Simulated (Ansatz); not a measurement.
# The perfect V wire along [100], 25 atoms a period, part 2 of 2

What gap, if any, does the V wire along [100], 25 atoms a period have, and how many channels would it open?

Ansatz 0.2.0; DFT PBE, plane waves, PAW; relaxation of a wire's period; PAW set soft_1 (the session's first sound run).

So far: The starting structure; Relaxing the period.

## 2. Relaxing the period (continued)

Step by step:

| step | energy less that of the first step (eV) | largest force component (eV/Å) | pressure (GPa) | volume (Å³) |
| --- | --- | --- | --- | --- |
| 1 | 0.0000 | 1.9393 | -3.46 | 1052.29 |
| 2 | -1.3932 | 0.5748 | -0.92 | 1030.29 |
| 3 | -1.5444 | 0.1942 | 0.52 | 1036.87 |
| 4 | -1.5706 | 0.0366 | 0.01 | 1035.98 |
| 5 | -1.5710 | 0.0044 | 0.00 | 1036.30 |
| 6* | -1.5652 | 0.0046 | 0.01 | 1036.30 |

Relaxation steps marked * repeat the geometry before them on a plane-wave basis chosen anew for their cell, so energy and pressure can jump there.

Forces are held to the 16 operations that the run works with; a distortion that breaks them can't arise in this run.

| cell as run | before | after | change |
| --- | --- | --- | --- |
| c (Å) | 2.990 | 2.945 | -1.5 % |

The atoms that moved most (Å, along periodic axes as changes of fractional coordinates times the final cell, across vacuum about the mean position):

| atom | dx | dy | dz | length |
| --- | --- | --- | --- | --- |
| V13 | -0.289 | 0.000 | 0.000 | 0.289 |
| V9 | 0.000 | -0.289 | 0.000 | 0.289 |
| V1 | 0.289 | 0.000 | 0.000 | 0.289 |
| V5 | 0.000 | 0.289 | 0.000 | 0.289 |
| V15 | 0.057 | -0.058 | 0.000 | 0.082 |
| V25 | -0.057 | -0.058 | 0.000 | 0.082 |
| V23 | -0.058 | -0.057 | 0.000 | 0.082 |
| V20 | -0.058 | 0.057 | 0.000 | 0.082 |

Numbers from this step:

```
energy at zero smearing    : -72792.2297 eV
cell length along the wire : 2.945 Å
```

The cell's length comes to 2.945 Å with spin left out.

## 3. Bands of the perfect wire

This step: DFT PBE, plane waves, PAW; bands of a perfect wire; PAW set soft_1 (Ansatz 0.2.0).

At the relaxed period the bands are computed along the axis; those that cross an energy going forward count the channels that a perfect wire would open there.

Contents of input.yaml:

```yaml
crystal:
  lattice:
    - [18.76, 0.0, 0.0]
    - [0.0, 18.76, 0.0]
    - [0.0, 0.0, 2.9445570807]
  atoms:
    - { symbol: V, position: [0.196630207, 0.5, 0.0] }
    - { symbol: V, position: [0.342170842, 0.342170842, 0.0] }
    - { symbol: V, position: [0.343682028, 0.5, 0.0] }
    - { symbol: V, position: [0.342170842, 0.657829158, 0.0] }
    - { symbol: V, position: [0.5, 0.196630207, 0.0] }
    - { symbol: V, position: [0.5, 0.343682028, 0.0] }
    - { symbol: V, position: [0.5, 0.5, 0.0] }
    - { symbol: V, position: [0.5, 0.656317972, 0.0] }
    - { symbol: V, position: [0.5, 0.803369793, 0.0] }
    - { symbol: V, position: [0.657829158, 0.342170842, 0.0] }
    - { symbol: V, position: [0.656317972, 0.5, 0.0] }
    - { symbol: V, position: [0.657829158, 0.657829158, 0.0] }
    - { symbol: V, position: [0.803369793, 0.5, 0.0] }
    - { symbol: V, position: [0.26398353, 0.423419861, 0.5] }
    - { symbol: V, position: [0.26398353, 0.576580139, 0.5] }
    - { symbol: V, position: [0.423419861, 0.26398353, 0.5] }
    - { symbol: V, position: [0.419409117, 0.419409117, 0.5] }
    - { symbol: V, position: [0.419409117, 0.580590883, 0.5] }
    - { symbol: V, position: [0.423419861, 0.73601647, 0.5] }
    - { symbol: V, position: [0.576580139, 0.26398353, 0.5] }
    - { symbol: V, position: [0.580590883, 0.419409117, 0.5] }
    - { symbol: V, position: [0.580590883, 0.580590883, 0.5] }
    - { symbol: V, position: [0.576580139, 0.73601647, 0.5] }
    - { symbol: V, position: [0.73601647, 0.423419861, 0.5] }
    - { symbol: V, position: [0.73601647, 0.576580139, 0.5] }
kpoints:
  mp_grid: { grid: [1, 1, 28] }
  band_path: { path: ["Γ", Z], npoints: 90 }
scf:
  occupations: { method: fermi_dirac, width: 0.05 }
hamiltonian:
  xc: pbe
  pseudopotentials: { kind: paw, azcp: { folder: soft_1 } }
output:
  dos: { e_range: [-5, 4] }
  write_potential: true
  write_density: true
  volumetric_format: npy
```

The run is started by

```sh
$ ansatz run input.yaml --threads 4 --pin off --max-ram 16384MiB --backend cpu --events-out ev --progress --plain --runs-dir out
```

Numbers of over 12 decimals in the logs are rounded to 6 here.

The log of the run:

```text
[...]
Crystal: 25 atoms, lattice volume = 1036.300 Å³
Basis set: ecut = 420 eV, 20173 PW (Γ)
Bands: 195, of which v1, the nominal top of the filled ones, is band 163 counted from 1 (162 counted from 0)
Symmetry: 16 space group operations
[...]
k-points: 15 of 28
[...]
SCF iter   1: F=—  HF=-72829.863652 eV  |F-HF|=—  |Δ(HF+E_count)|=         —  Δρ=7.17e-2  dr2=5.23e2  ethr=3.10e-3  ⟨swp⟩=11.8  Hψ=15067  notcnv=0
[...]
SCF iter  14: F=-72792.411226 eV  HF=-72792.411226 eV  |F-HF|=3.73e-8  |Δ(HF+E_count)|=   2.44e-7  Δρ=2.67e-6  dr2=9.55e-8  ethr=3.08e-11  ⟨swp⟩=17.7  Hψ=12350  notcnv=0
SCF 1 converged in 14 iterations: F = -72792.411226 eV  dr2 = 9.55e-8
[...]
NSCF: frozen V_eff on 91 k-points
WARN: The output density's exchange-correlation potential varies sharply where the density is thin. Do not read a vacuum level from v_tot or v_xc, or from such a field of the output density. On a cell that repeats whose density bears no net charge and no dipole along the vacuum's axis use v_es (v_loc + v_h of the components); under efield.dipole_correction with no amplitude use v_es + v_field, which holds any externa [...]
SCF converged after 14 iterations
Free energy (F): -72792.411226 eV
[...]
Internal energy: -72792.050923 eV  (E = F + TS)
E sigma→0 (E₀):  -72792.231074 eV
Entropy (-TS):   -0.360303 eV (-14.412 meV/atom)
Fermi energy:    2.640897 eV
[...]
--- Band table (eV; the first three rows and the last of 15) ---
  k-point 0: bands = [... 159 lower, 2.8167, 2.8204, 2.8252, 2.9004, 2.9487, 2.9487, 2.9548, 3.0719, ... 28 higher]
  k-point 1: bands = [... 159 lower, 2.7966, 2.7995, 2.8776, 2.8951, 2.9232, 2.9685, 2.9685, 3.0372, ... 28 higher]
  k-point 2: bands = [... 159 lower, 2.7396, 2.7651, 2.8468, 2.8703, 2.9466, 2.9519, 2.9519, 3.0300, ... 28 higher]
  k-point 14: bands = [... 159 lower, 2.6089, 2.6102, 2.6102, 2.6552, 2.6800, 2.6800, 2.8160, 2.8160, ... 28 higher]
```

Elapsed: 5.9 min, on 4 threads of Intel Xeon Platinum 8375C at 2.90GHz (Ice Lake), shared host; peak memory 9.6 GiB.

The column dr2 measures how far the density is from self-consistency, as an energy; F and HF (Harris–Foulkes) agree once it is small.

Numbers from this step:

- energy at zero smearing: -72792.2311 eV
- band gap: 0 eV

Electronic bands along the path, in eV, zero at the Fermi level; # counts the bands kept:

| point | #46 | #47 | #48 | #49 | #50 | #51 | #52 | #53 |
| --- | --- | --- | --- | --- | --- | --- | --- | --- |
| Γ | 0.18 | 0.18 | 0.26 | 0.31 | 0.31 | 0.31 | 0.43 | 0.43 |
| halfway | -0.31 | -0.24 | -0.24 | -0.19 | -0.07 | -0.05 | -0.05 | 0.07 |
| Z | -0.03 | -0.03 | 0.01 | 0.04 | 0.04 | 0.18 | 0.18 | 0.24 |

Between Γ and Z the bands cross the Fermi level 24 times, so a perfect wire would conduct at least 24 G₀, with spin left out.

## 4. Outcome

| Property | Result |
| --- | --- |
| cell length, PBE | 2.945 Å |
| ballistic conductance by band crossings, a lower bound, PBE | 24 G₀ |

Under PBE the cell's length is 2.94 Å, and the bands cross the Fermi level 24 times between Γ and Z, which gives a perfect wire at least 24 G₀ (opposite crossings within one step of the path cancel in such a count). No spin was allowed, though thin wires with open d shells can turn magnetic.

[Logs are printed without paths, hosts, clocks, repeated set-up lines and the standing remarks that a program may print on its own settings, such as how far it seeks lower states.]

[Hosts, paths, dates, database ids (printed as entryN), source tags and the programs' standing remarks are cut or masked in the printed files.]
